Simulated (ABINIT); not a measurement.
# LiBH4 (F-43m): a self-consistent loop beyond G0W0, cycle by cycle

Aim: iterate the self-energy on LiBH4 (F-43m) and follow the gap from cycle to cycle.

Method: PBEsol and many-body steps on it, plane waves, in ABINIT 10.8.3.

### Step 1. The structure

The structure is cubic, space group F-43m (No. 216). The conventional cell has a = 5.711 Å, b = 5.711 Å, c = 5.711 Å, α = 90.00°, β = 90.00°, γ = 90.00°. Li has 12 H at 2.37 Å nearest. Nearest to B lie 4 H at 1.22 Å. Nearest to H lie 1 B at 1.22 Å. Farther neighbours are not listed.

The cell and positions are those that the Materials Project relaxed with its own functionals (PBE, PBE+U or r2SCAN), kept fixed.

### Step 2. Empty states on the mesh, 4×4×4 mesh, 67 bands

This step: ABINIT 10.8.3; DFT, PBEsol, plane waves, norm-conserving pseudopotentials.

The sums over transitions need many empty states on a uniform mesh; this step solves for them.

Input file run.abi:

```
acell 3*1.0 Angstrom
rprim 
  0.000000000000 2.855319000000 2.855319000000
  2.855319000000 0.000000000000 2.855319000000
  2.855319000000 2.855319000000 -0.000000000000
ntypat 3
znucl 3 5 1
natom 6
typat 1 2 3 3 3 3
xred 
  0.000000000000 0.000000000000 0.000000000000
  0.500000000000 0.500000000000 0.500000000000
  0.376786667500 0.376786667500 0.376786667500
  0.869639997500 0.376786667500 0.376786667500
  0.376786667500 0.376786667500 0.869639997500
  0.376786667500 0.869639997500 0.376786667500
pp_dirpath "pseudos"
pseudos "Li.upf, B.upf, H.upf"
ecut 34
ngkpt 4 4 4
nshiftk 1
shiftk 0 0 0
kptopt 1
chksymbreak 0
iscf -2
irdden 1
istwfk *1
nband 67
nbdbuf 6
tolwfr 1e-09
nstep 60
prtvol 0
indata_prefix "in"
outdata_prefix "out"
tmpdata_prefix "tmp"
```

Started as:

```console
OMP_NUM_THREADS=1 mpirun -n 4 abinit run.abi > log
```

Numbers of over 12 decimals in the logs are rounded to 6 here.

The program printed:

```text
.Version 10.8.3 of ABINIT. v10.8.2 released Aug 2026.

 Symmetries : space group F-4 3 m (#216); Bravais cF (face-center cubic)
[... echo of the input left out ...]
== DATASET  1 ==================================================================
-   mpi_nproc: 4, omp_nthreads: 1 (-1 if OMP is not activated)

--- !DatasetInfo
iteration_state: {dtset: 1, }
dimensions: {natom: 6, nkpt: 8, mband: 67, nsppol: 1, nspinor: 1, nspden: 1, mpw: 2996, }
cutoff_energies: {ecut:  34.0, pawecutdg:  -1.0, }
[...]
1.68694    1.71217    1.71217    1.73644    1.73644    1.73644    1.76686    1.79256
   1.79256    1.79256    1.87085    2.11040    2.27300    2.27300    2.27300    2.39728
   2.39729    2.49688    2.49689
 prteigrs : prtvol=0 or 1, do not print more k-points.

== END DATASET(S) ==============================================================
================================================================================

 -outvars: echo values of variables after computation  --------
            nband          67
             nkpt           8
          spgroup         216
 [... the other variables as echoed above ...]

 Calculation completed.
```

It took 20 s on 4 MPI ranks of Arm Neoverse N1, shared host; peak memory 0.28 GiB.

This step gave:

```yaml
gap: 5.992 eV
k_of_the_valence_top: 0, 0, 0
k_of_the_conduction_bottom: 0.5, 0, 0
least_direct_gap: 6.297 eV
k_points_computed: 8
lowest_point_of_the_top_converged_band_above_the_valence_top: 59.1513 eV
```

On this mesh the gap is 5.992 eV.

The density comes from a self-consistent run that is not shown.

### Step 3. Screening, 4×4×4 mesh, 61 bands, screening to 130.6 eV

The RPA dielectric matrix is built and inverted for each q.

This step: RPA screening on PBEsol, plane waves, norm-conserving pseudopotentials.

run.abi: that of step 2 with these lines changed.

```diff
@@ -24,10 +24,11 @@
 chksymbreak 0
-iscf -2
-irdden 1
 istwfk *1
-nband 67
-nbdbuf 6
-tolwfr 1e-09
-nstep 60
-prtvol 0
+occopt 1
+irdwfk 1
+optdriver 3
+nband 61
+ecuteps 4.8
+inclvkb 2
+awtr 1
+symchi 1
 indata_prefix "in"
```

The program printed:

```text
.Version 10.8.3 of ABINIT. v10.8.2 released Aug 2026.

 Symmetries : space group F-4 3 m (#216); Bravais cF (face-center cubic)
[... echo of the input left out ...]
== DATASET  1 ==================================================================
-   mpi_nproc: 4, omp_nthreads: 1 (-1 if OMP is not activated)

--- !DatasetInfo
iteration_state: {dtset: 1, }
dimensions: {natom: 6, nkpt: 8, mband: 61, nsppol: 1, nspinor: 1, nspden: 1, mpw: 2996, }
cutoff_energies: {ecut:  34.0, pawecutdg:  -1.0, }
electrons: {nelect:   1.00000000E+01, charge:   0.00000000E+00, occopt:   1.00000000E+00, tsmear:   1.00000000E-02, }

 SCREENING: Calculation of the susceptibility and dielectric matrices

 Based on a program developped by R.W. Godby, V. Olevano, G. Onida, and L. Reining.
 Incorporated in ABINIT by V. Olevano, G.-M. Rignanese, and M. Torrent.
.Using double precision arithmetic ; gwpc =  8

[... cell and pseudopotentials left out ...]
--------------------------------------------------------------------------------

 ==== K-mesh for the wavefunctions ====
 Number of points in the irreducible wedge :     8
[... list of points left out ...]
 Together with 24 symmetry operations and time-reversal symmetry
 yields    64 points in the full Brillouin Zone.

 ==== Q-mesh for the screening function ====
 Number of points in the irreducible wedge :     8
[... list of points left out ...]
 Together with 24 symmetry operations and time-reversal symmetry
 yields    64 points in the full Brillouin Zone.

 setmesh: FFT mesh size selected  =    27x   27x   27
          total number of points  =        19683

 vcoul_init : cutoff-mode = AUXILIARY_FUNCTION
 q-points for optical limit:   1
     1)      0.000010    0.000020    0.000030

- screening: taking advantage of time-reversal symmetry
- Maximum band index for partially occupied states nbvw = 5
- Remaining bands to be divided among processors   nbcw = 56
- Number of bands treated by each node ~14

 Number of electrons calculated from density =   10.0000; Expected =   10.0000
 average of density, n =  0.031828
 r_s =    1.9575
 omega_plasma =   17.2092 [eV]

 calculating chi0 at frequencies [eV] :
  1    0.000000E+00    0.000000E+00
  2    0.000000E+00    1.720919E+01

--------------------------------------------------------------------------------
  q-point number  1        q = ( 0.000000, 0.000000, 0.000000) [r.l.u.]
--------------------------------------------------------------------------------
[... chi0 elements left out ...]
 For q-point:  0.000010 0.000020 0.000030
  dielectric constant =   2.8960
  dielectric constant without local fields =   3.2685

  Average fulfillment of the sum rule on Im[epsilon] for q-point    1 :     74.46  [%]
[... wings left out ...]
  q-point number  2        q = ( 0.250000, 0.000000, 0.000000) [r.l.u.]
--------------------------------------------------------------------------------
[... chi0 elements left out ...]
  Average fulfillment of the sum rule on Im[epsilon] for q-point    2 :     85.58  [%]

 [... 6 further q-points ...]
```

Wall time 14 s (4 MPI ranks); peak memory 0.53 GiB.

This step gave:

| Item | Value |
| --- | --- |
| ε∞ with local fields, on this mesh, along the program's q direction | 2.896 |
| the same without local fields | 3.268 |
| plasma frequency | 17.21 eV |
| plane waves in the screening matrix | 169 |

Local fields lower ε∞ by 11 %. On a Γ-centred mesh this coarse the value itself is usually too large, while a short band sum pulls it down.

### Step 4. G0W0

The self-energy is evaluated for the states that the input lists, and the levels follow from it, in one-shot runs by the linearised quasiparticle equation.

This step: G0W0 on PBEsol, plane waves, norm-conserving pseudopotentials.

run.abi: that of step 3 with these lines changed.

```diff
@@ -27,8 +27,17 @@
 irdwfk 1
-optdriver 3
+optdriver 4
 nband 61
+gwcalctyp 0
+ecutsigx 34
+symsigma 1
+nkptgw 2
+kptgw 
+  0.0000000000 0.0000000000 0.0000000000
+  0.5000000000 0.0000000000 0.0000000000
+bdgw 
+  3 9
+  4 8
 ecuteps 4.8
-inclvkb 2
-awtr 1
-symchi 1
+irdscr 1
+ppmodel 1
 indata_prefix "in"
```

The program printed:

```text
.Version 10.8.3 of ABINIT. v10.8.2 released Aug 2026.

 Symmetries : space group F-4 3 m (#216); Bravais cF (face-center cubic)
[... echo of the input left out ...]
== DATASET  1 ==================================================================
-   mpi_nproc: 4, omp_nthreads: 1 (-1 if OMP is not activated)

--- !DatasetInfo
iteration_state: {dtset: 1, }
dimensions: {natom: 6, nkpt: 8, mband: 61, nsppol: 1, nspinor: 1, nspden: 1, mpw: 2996, }
cutoff_energies: {ecut:  34.0, pawecutdg:  -1.0, }
electrons: {nelect:   1.00000000E+01, charge:   0.00000000E+00, occopt:   1.00000000E+00, tsmear:   1.00000000E-02, }

 SIGMA: Calculation of the GW corrections

 Based on a program developped by R.W. Godby, V. Olevano, G. Onida, and L. Reining.
 Incorporated in ABINIT by V. Olevano, G.-M. Rignanese, and M. Torrent.
.Using double precision arithmetic ; gwpc =  8

[... cell and pseudopotentials left out ...]
--------------------------------------------------------------------------------

 ==== K-mesh for the wavefunctions ====
 Number of points in the irreducible wedge :     8
[... list of points left out ...]
 Together with 24 symmetry operations and time-reversal symmetry
 yields    64 points in the full Brillouin Zone.

 ==== Q-mesh for screening function ====
 Number of points in the irreducible wedge :     8
[... list of points left out ...]
 Together with 24 symmetry operations and time-reversal symmetry
 yields    64 points in the full Brillouin Zone.

 vcoul_init : cutoff-mode = AUXILIARY_FUNCTION
 q-points for optical limit:   1
     1)      0.000010    0.000020    0.000030
 setmesh: FFT mesh size selected  =    45x   45x   45
          total number of points  =        91125

 Number of electrons calculated from density =   10.0000; Expected =   10.0000
 average of density, n =  0.031828
 r_s =    1.9575
 omega_plasma =   17.2092 [eV]

 === KS Band Gaps ===
  >>>> For spin  1
   Minimum direct gap =   6.2975 [eV], located at k-point      :   0.5000  0.0000  0.0000
   Fundamental gap    =   5.9924 [eV], Top of valence bands at :   0.0000  0.0000  0.0000
                                       Bottom of conduction at :   0.5000  0.0000  0.0000
 SIGMA fundamental parameters:
 PLASMON POLE MODEL  1
 number of plane-waves for SigmaX                 2975
 number of plane-waves for SigmaC and W            169
 number of plane-waves for wavefunctions          2975
 number of bands                                    61
 number of independent spin polarizations            1
 number of spinorial components                      1
 number of k-points in IBZ                           8
 number of q-points in IBZ                           8
 number of symmetry operations                      24
 number of k-points in BZ                           64
 number of q-points in BZ                           64
 number of frequencies for dSigma/dE                 9
 frequency step for dSigma/dE [eV]                0.25
 number of omega for Sigma on real axis              0
 max omega for Sigma on real axis  [eV]           0.00
 zcut for avoiding poles [eV]                     0.10

 EPSILON^-1 parameters (SCR file):
 dimension of the eps^-1 matrix on file            169
 dimension of the eps^-1 matrix used               169
 number of plane-waves for wavefunctions          2975
 number of bands                                    61
 number of q-points in IBZ                           8
 number of frequencies                               2
 number of real frequencies                          1
 number of imag frequencies                          1

 matrix elements of self-energy operator (all in [eV])

 Perturbative Calculation

--- !SelfEnergy_ee
iteration_state: {dtset: 1, }
kpoint     : [   0.000,    0.000,    0.000, ]
spin       : 1
KS_gap     :    7.219
QP_gap     :    9.839
Delta_QP_KS:    2.620
data: !SigmaeeData |
     Band     E0 <VxcDFT>   SigX SigC(E0)      Z dSigC/dE  Sig(E)    E-E0       E
        3  -1.929 -12.774 -16.783   2.201   0.797  -0.254 -14.216  -1.442  -3.371
        4  -1.929 -12.774 -16.783   2.201   0.797  -0.254 -14.216  -1.442  -3.371
        5  -1.929 -12.774 -16.783   2.201   0.797  -0.254 -14.216  -1.442  -3.371
        6   5.290  -9.998  -5.046  -3.518   0.822  -0.217  -8.820   1.178   6.468
        7   6.874  -8.805  -3.908  -3.385   0.834  -0.199  -7.544   1.261   8.134
        8   6.874  -8.805  -3.908  -3.385   0.834  -0.199  -7.544   1.261   8.134
[...]
--- !SelfEnergy_ee
iteration_state: {dtset: 1, }
kpoint     : [   0.500,    0.000,    0.000, ]
spin       : 1
KS_gap     :    6.297
QP_gap     :    8.789
Delta_QP_KS:    2.491
data: !SigmaeeData |
     Band     E0 <VxcDFT>   SigX SigC(E0)      Z dSigC/dE  Sig(E)    E-E0       E
[...]
6   4.063  -8.521  -4.170  -3.134   0.838  -0.193  -7.501   1.020   5.083
        7   6.420  -7.795  -3.007  -3.381   0.841  -0.189  -6.611   1.184   7.604
        8   6.420  -7.795  -3.007  -3.381   0.841  -0.189  -6.611   1.184   7.604

== END DATASET(S) ==============================================================
================================================================================

 -outvars: echo values of variables after computation  --------
           etotal      0.0000000000E+00
            nband          61
             nkpt           8
          spgroup         216
 [... the other variables as echoed above ...]

 Calculation completed.
```

Wall time 9.4 s (4 MPI ranks); peak memory 0.6 GiB.

This step gave:

```
G0W0 gap on the points computed              : 8.454 eV
starting gap on the mesh                     : 5.992 eV
k of the valence top                         : 0, 0, 0
k of the conduction bottom                   : 0.5, 0, 0
Z at the valence top                         : 0.797
Z at the conduction bottom                   : 0.838
least direct G0W0 gap on the computed points : 8.789 eV
```

The gap on the mesh goes from 5.99 eV to 8.45 eV, a correction of +2.46 eV.

### Step 5. evGW0, cycle 1

This step: evGW0 on PBEsol, plane waves, norm-conserving pseudopotentials.

run.abi: that of step 4 with these lines changed.

```diff
@@ -29,12 +29,24 @@
 nband 61
-gwcalctyp 0
+gwcalctyp 10
 ecutsigx 34
 symsigma 1
-nkptgw 2
+nkptgw 8
 kptgw 
   0.0000000000 0.0000000000 0.0000000000
+  0.2500000000 0.0000000000 0.0000000000
   0.5000000000 0.0000000000 0.0000000000
+  0.2500000000 0.2500000000 0.0000000000
+  0.5000000000 0.2500000000 0.0000000000
+  -0.2500000000 0.2500000000 0.0000000000
+  0.5000000000 0.5000000000 0.0000000000
+  -0.2500000000 0.5000000000 0.2500000000
 bdgw 
-  3 9
-  4 8
+  1 13
+  1 13
+  1 13
+  1 13
+  1 13
+  1 13
+  1 13
+  1 13
 ecuteps 4.8
```

The program printed:

```text
.Version 10.8.3 of ABINIT. v10.8.2 released Aug 2026.

 Symmetries : space group F-4 3 m (#216); Bravais cF (face-center cubic)
[... echo of the input left out ...]
== DATASET  1 ==================================================================
-   mpi_nproc: 4, omp_nthreads: 1 (-1 if OMP is not activated)

--- !DatasetInfo
iteration_state: {dtset: 1, }
dimensions: {natom: 6, nkpt: 8, mband: 61, nsppol: 1, nspinor: 1, nspden: 1, mpw: 2996, }
cutoff_energies: {ecut:  34.0, pawecutdg:  -1.0, }
electrons: {nelect:   1.00000000E+01, charge:   0.00000000E+00, occopt:   1.00000000E+00, tsmear:   1.00000000E-02, }

 SIGMA: Calculation of the GW corrections

 Based on a program developped by R.W. Godby, V. Olevano, G. Onida, and L. Reining.
 Incorporated in ABINIT by V. Olevano, G.-M. Rignanese, and M. Torrent.
.Using double precision arithmetic ; gwpc =  8

[... cell and pseudopotentials left out ...]
--------------------------------------------------------------------------------

 ==== K-mesh for the wavefunctions ====
 Number of points in the irreducible wedge :     8
[... list of points left out ...]
 Together with 24 symmetry operations and time-reversal symmetry
 yields    64 points in the full Brillouin Zone.

 ==== Q-mesh for screening function ====
 Number of points in the irreducible wedge :     8
[... list of points left out ...]
 Together with 24 symmetry operations and time-reversal symmetry
 yields    64 points in the full Brillouin Zone.

 vcoul_init : cutoff-mode = AUXILIARY_FUNCTION
 q-points for optical limit:   1
     1)      0.000010    0.000020    0.000030
 setmesh: FFT mesh size selected  =    45x   45x   45
          total number of points  =        91125

 Number of electrons calculated from density =   10.0000; Expected =   10.0000
[...]
QP_gap     :    9.495
Delta_QP_KS:    2.472
data: !SigmaeeData |
     Band     E_DFT   <VxcDFT>   E(N-1)  <Hhartree>   SigX  SigC[E(N-1)]    Z     dSigC/dE  Sig[E(N)]  DeltaE  E(N)_pert E(N)_diago
[...]
--- !SelfEnergy_ee
iteration_state: {dtset: 1, }
kpoint     : [  -0.250,    0.500,    0.250, ]
spin       : 1
KS_gap     :    8.729
QP_gap     :   11.151
Delta_QP_KS:    2.422
data: !SigmaeeData |
     Band     E_DFT   <VxcDFT>   E(N-1)  <Hhartree>   SigX  SigC[E(N-1)]    Z     dSigC/dE  Sig[E(N)]  DeltaE  E(N)_pert E(N)_diago
[...]
12    12.641   -11.098    12.641    23.739    -4.669    -4.369     0.791    -0.265    -9.469     1.629    14.271    14.702
       13    15.613   -10.266    15.613    25.879    -3.604    -4.964     0.756    -0.323    -8.983     1.283    16.896    17.310

 New Fermi energy :        2.762866E-02 Ha ,    7.518142E-01 eV
 New Exchange energy :    -3.948528E+00 Ha ,   -1.074449E+02 eV

 === QP Band Gaps ===
  >>>> For spin  1
   Minimum direct gap =   9.3623 [eV], located at k-point      :   0.5000  0.0000  0.0000
   Fundamental gap    =   8.9774 [eV], Top of valence bands at :   0.0000  0.0000  0.0000
                                       Bottom of conduction at :   0.5000  0.5000  0.0000

 writing QP data on file : out_QPS

 Convergence of QP corrections
 >>>>> For spin  1 <<<<<
.  kptgw no:  1; Maximum DeltaE = (  -8.444   0.000) for band index:  1
.  kptgw no:  2; Maximum DeltaE = (  -8.456   0.002) for band index:  1
.  kptgw no:  3; Maximum DeltaE = (  -8.467   0.002) for band index:  1
[...]
.  kptgw no:  7; Maximum DeltaE = (  -8.462   0.000) for band index:  1
.  kptgw no:  8; Maximum DeltaE = (  -8.457   0.001) for band index:  1

== END DATASET(S) ==============================================================
================================================================================

 -outvars: echo values of variables after computation  --------
           etotal      0.0000000000E+00
            nband          61
             nkpt           8
          spgroup         216
 [... the other variables as echoed above ...]

 Calculation completed.
```

Wall time 95 s (4 MPI ranks); peak memory 1.1 GiB; 6.3 min of CPU time.

This step gave:

| Item | Value |
| --- | --- |
| quasiparticle gap on the mesh | 8.978 eV |
| gap of the density functional on the mesh | 5.992 eV |
| k of the valence top | 0, 0, 0 |
| k of the conduction bottom | 0.5, 0.5, 0 |
| Z at the valence top | 0.797 |
| Z at the conduction bottom | 0.845 |
| least direct quasiparticle gap on the computed points | 9.362 eV |

Against G0W0 in ABINIT (4×4×4 mesh, 61 bands, screening to 130.6 eV, Godby-Needs plasmon pole), the gap moves by +0.524 eV. This first cycle still uses the starting levels; it takes the full correction, at all points of the mesh, and its linearised value is 8.439 eV.

### Step 6. evGW0, cycle 2

The corrected levels of the last cycle go back in.

run.abi: that of step 5 with these lines changed.

```diff
@@ -54,2 +54,3 @@
 ppmodel 1
+irdqps 1
 indata_prefix "in"
```

The program printed:

```text
.Version 10.8.3 of ABINIT. v10.8.2 released Aug 2026.

 Symmetries : space group F-4 3 m (#216); Bravais cF (face-center cubic)
[... echo of the input left out ...]
== DATASET  1 ==================================================================
-   mpi_nproc: 4, omp_nthreads: 1 (-1 if OMP is not activated)

--- !DatasetInfo
iteration_state: {dtset: 1, }
dimensions: {natom: 6, nkpt: 8, mband: 61, nsppol: 1, nspinor: 1, nspden: 1, mpw: 2996, }
cutoff_energies: {ecut:  34.0, pawecutdg:  -1.0, }
[...]
.  kptgw no:  3; Maximum DeltaE = (  -0.151  -0.000) for band index: 11
[...]
.  kptgw no:  7; Maximum DeltaE = (  -0.207   0.001) for band index: 11
.  kptgw no:  8; Maximum DeltaE = (  -0.193  -0.000) for band index: 12

== END DATASET(S) ==============================================================
================================================================================

 -outvars: echo values of variables after computation  --------
           etotal      0.0000000000E+00
            nband          61
             nkpt           8
          spgroup         216
 [... the other variables as echoed above ...]

 Calculation completed.
```

Elapsed: 94 s, on 4 MPI ranks; peak memory 1.1 GiB.

This step gave:

```yaml
quasiparticle_gap_on_the_mesh: 8.828 eV
gap_of_the_density_functional_on_the_mesh: 5.992 eV
k_of_the_valence_top: 0, 0, 0
k_of_the_conduction_bottom: 0.5, 0.5, 0
least_direct_quasiparticle_gap_on_the_computed_points: 9.190 eV
```

Against the cycle before, the gap moves by −0.150 eV.

(Continued in part 2 of 3.)

[Paths, hosts, dates, memory and timing lines, banners, echoed tables and standing remarks are left out of the program output.]

[Logs are printed without paths, hosts, clocks, repeated set-up lines and the standing remarks that a program may print on its own settings, such as how far it seeks lower states.]

[Runs of the session that timed out or met a known fault of the program may be left out.]

[Hosts, paths, dates, database ids (printed as entryN), source tags and the programs' standing remarks are cut or masked in the printed files.]

[G0W0 gaps are taken among the corrected bands and points alone; a level outside them can change the order at an edge.]

[Where Ansatz stands beside ABINIT at settings called matched, ABINIT's density can come from a denser mesh and the files from another edition; pairs whose starting gaps differed by over 0.03 eV were left out, so agreement reads better than it is.]
